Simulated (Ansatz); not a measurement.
# How BaZrO3 absorbs and reflects light, part 2 of 2

Wanted: where BaZrO3 starts to absorb, how strongly, and its refractive index.

Ansatz 0.2.0; DFT, PBE, plane-wave PAW, default files, scalar-relativistic, independent-particle optical response without local fields.

So far, electronic dielectric constant ε∞, mean over x, y and z (by symmetry where fewer were run): step 3 (spectrum) 4.99.

## 4. Static response with local fields

A static field by perturbation theory: the induced potential is included, and the Born charges come with it.

This step: DFT, PBE, plane-wave PAW, default files, scalar-relativistic, static field response by perturbation theory with local fields (Ansatz 0.2.0).

input.yaml reads:

```yaml
crystal:
  lattice:
    - [4.19134, 0.0, 0.0]
    - [0.0, 4.19134, 0.0]
    - [0.0, 0.0, 4.19134]
  atoms:
    - { symbol: Ba, position: [0.0, 0.0, 0.0] }
    - { symbol: Zr, position: [0.5, 0.5, 0.5] }
    - { symbol: O, position: [0.5, 0.5, 0.0] }
    - { symbol: O, position: [0.5, 0.0, 0.5] }
    - { symbol: O, position: [0.0, 0.5, 0.5] }
kpoints:
  mp_grid: { grid: [5, 5, 5] }
scf:
  occupations: { method: fixed }
hamiltonian:
  xc: pbe
  pseudopotentials: { kind: paw }
dielectric: {}
```

The run is started by

```
$ ansatz run input.yaml --threads 4 --pin off --max-ram 8192MiB --backend cpu --events-out ev --progress --plain --runs-dir out
```

Numbers of over 12 decimals in the logs are rounded to 6 here.

The program printed:

```text
[...]
Crystal: 5 atoms, lattice volume = 73.631 Å³
Basis set: ecut = 420 eV, 1419 PW (Γ), exchange–correlation on 60×60×60 points (8 copies of the dense FFT grid, shifted against one another)
Bands: 25, of which v1, the nominal top of the filled ones, is band 20 counted from 1 (19 counted from 0)
Symmetry: 48 space group operations
k-points: 18 of 125 (irreducible under 8 space group operations, time reversal used)
[...]
SCF iter   1: F=—  HF=-11844.669951 eV  |F-HF|=—  |Δ(HF+E_count)|=         —  Δρ=8.05e-4  dr2=2.03e-4  ethr=1.77e-3  ⟨swp⟩=4.6  Hψ=1928  notcnv=0  defer=41
[...]
SCF iter   9: F=-11844.669940 eV  HF=-11844.669940 eV  |F-HF|=1.46e-11  |Δ(HF+E_count)|=  4.00e-11  Δρ=1.19e-7  dr2=1.25e-11  ethr=1.00e-12  ⟨swp⟩=9.0  Hψ=1982  notcnv=0
SCF 1 converged in 9 iterations: F = -11844.669940 eV  dr2 = 1.25e-11
[...]
DFPT response loops at Γ: preconditioner auto → none (the input reference at scf.mixing.eps_inf says where Resta's filter doesn't serve); β = 0.50; Broyden in place of MSR1
── the response to a field inside a basis, on 6×6×6 k-points: an SCF that follows is theirs, and a resumed run solves both again ──
Bands: 21, of which v1, the nominal top of the filled ones, is band 20 counted from 1 (19 counted from 0)
k-points: 10 of 216
[...]
Eigensolver: Dense (10 Hₖ)
SCF iter   1: F=—  HF=-11844.662699 eV  |F-HF|=—  |Δ(HF+E_count)|=         —  Δρ=3.02e-4  dr2=1.49e-5  ethr=1.00e-1
[...]
SCF iter   4: F=-11844.662698 eV  HF=-11844.662698 eV  |F-HF|=9.88e-10  |Δ(HF+E_count)|=   8.03e-9  Δρ=4.81e-6  dr2=1.78e-8  ethr=1.83e-9
SCF 1 converged in 4 iterations: F = -11844.662698 eV  dr2 = 1.78e-8
[...]
SCF converged after 9 iterations
Free energy (F): -11844.669940 eV
[...]
Internal energy: -11844.669940 eV  (E = F + TS)
E sigma→0 (E₀):  -11844.669940 eV
Fermi energy:    9.724838 eV
[...]
--- Band table (eV; the first three rows and the last of 18) ---
  k-point 0: bands = [... 16 lower, 8.8324, 9.6347, 9.6347, 9.6347, 13.0698, 13.0698, 13.0698, 14.5807, ... 1 higher]
  k-point 1: bands = [... 16 lower, 8.5869, 8.8128, 9.5231, 9.5231, 13.1838, 13.8901, 13.8901, 15.1542, ... 1 higher]
  k-point 2: bands = [... 16 lower, 8.1633, 8.2458, 9.4180, 9.4180, 13.3959, 15.2758, 15.2758, 16.1534, ... 1 higher]
  k-point 17: bands = [... 16 lower, 7.3593, 9.6142, 9.6142, 9.7248, 15.8525, 16.0132, 16.0132, 16.8270, ... 1 higher]
--- Dielectric response (ions clamped): 3 representative field directions + reference, inside a basis on a mesh of 216 k-points (Σ response iterations 15) ---
  ε∞ (high-frequency dielectric tensor):
        4.863376     0.000000     0.000000
        0.000000     4.863376     0.000000
        0.000000     0.000000     4.863376
  Born effective charges Z* (e; rows j = field, columns β = displacement):
    site 0:
         2.75320   -0.00000   -0.00000
        -0.00000    2.75320    0.00000
         0.00000    0.00000    2.75320
    site 1:
         6.10406   -0.00000    0.00000
        -0.00000    6.10406    0.00000
         0.00000    0.00000    6.10406
    site 2:
        -2.01654    0.00000   -0.00000
        -0.00000   -2.01654    0.00000
        -0.00000    0.00000   -4.82418
    site 3:
        -2.01654   -0.00000   -0.00000
        -0.00000   -4.82418    0.00000
         0.00000    0.00000   -2.01654
    site 4:
        -4.82418    0.00000   -0.00000
         0.00000   -2.01654    0.00000
         0.00000    0.00000   -2.01654
  Z* charge neutrality: 1.060e-2 e pre-enforcement
  solved inside a basis spanned on kpoints, on 6×6×6 k-points, its susceptibility summed on 10×10×10: ε∞ is read to err by 1.7e-2, Z* by 3.4e-2 e (field_mesh: kpoints solves on kpoints); Z* is corrected for what the basis lacks
```

It took 8.8 s on 4 threads of Arm Neoverse V2, shared host; peak memory 0.5 GiB; 30 s of CPU time.

This step gave:

| Quantity | Value |
| --- | --- |
| electronic dielectric constant ε∞, mean over x, y and z (by symmetry where fewer were run) | 4.863 |

ε∞ with local fields:

```
4.86 0.00 0.00
0.00 4.86 0.00
0.00 0.00 4.86
```

Diagonal elements. Born, by row:

```csv
atom,Z*xx (e),Z*yy (e),Z*zz (e)
Ba1,2.753,2.753,2.753
Zr2,6.104,6.104,6.104
O3,-2.017,-2.017,-4.824
O4,-2.017,-4.824,-2.017
O5,-4.824,-2.017,-2.017
```

Mean Born charges are Ba +2.75, Zr +6.10 and O -2.95, against formal valences of +2, +4 and -2. That of Zr exceeds its valence by 53 %, the mark of charge moving along hybridised bonds as the atoms shift.

## 5. Outcome

* gap on the path: 3.24 eV
* least direct gap on the path: 3.44 eV
* electronic dielectric constant ε∞, mean over x, y and z (by symmetry where fewer were run) (independent particles): 4.99
* absorption onset, first axis (α over 10⁴ cm⁻¹, or the direct gap if that lies higher): 3.49 eV
* main peak of Im epsilon, first axis: 6.29 eV
* photocurrent from vertical transitions in a film 500 nm thick on a perfect mirror (two passes), AM1.5G, no front reflection, all carriers collected: 0.445 mA/cm²
* electronic dielectric constant ε∞, mean over x, y and z (by symmetry where fewer were run) (static response with local fields): 4.86

In words: At this level (PBE, independent particles) BaZrO3 has ε∞ = 4.99 (4.86 with local fields) and n = 2.24 at 1550 nm; absorption sets in near 3.5 eV, and Im ε peaks at 6.3 eV. The gap is indirect (3.24 eV), so absorption without phonons can begin only at the direct gap of 3.44 eV. The absorption coefficient passes 10⁴ cm⁻¹ at 3.49 eV, in the ultraviolet, so the visible is passed. Distinct maxima of Im ε, read by a parabola through the highest points, lie at 6.29 eV (9.5), 7.99 eV (8.0), 9.38 eV (7.2) and 19.00 eV (4.7). The f-sum over the summed bands holds 30.0 of the cell's 40 electrons outside the frozen cores, 16 of which lie in bands more than 12 eV below the Fermi level, whose transitions come at higher energies. Up to 22 eV the strength has a mean oscillator energy of 10.1 eV, well above the main peak, so higher transitions carry much of it. A film 1 µm thick would pass 72 % of daylight and look colourless, dimmed by reflection in transmission (x = 0.315, y = 0.331). With local fields and the functional's kernel the static response is 4.86 against 4.99 for independent particles (-2 %). In the base spectrum excitons and phonon-assisted transitions are missing, and so are local fields; PBE gaps are as a rule too small, which pulls the onset down and ε∞ up. In the base run ε includes the program's bounded estimate of what the bands above those summed add. Spin-orbit coupling is left out although heavy atoms are present.

[Logs are printed without paths, hosts, clocks, repeated set-up lines and the standing remarks that a program may print on its own settings, such as how far it seeks lower states.]

[Hosts, paths, dates, database ids (printed as entryN), source tags and the programs' standing remarks are cut or masked in the printed files.]
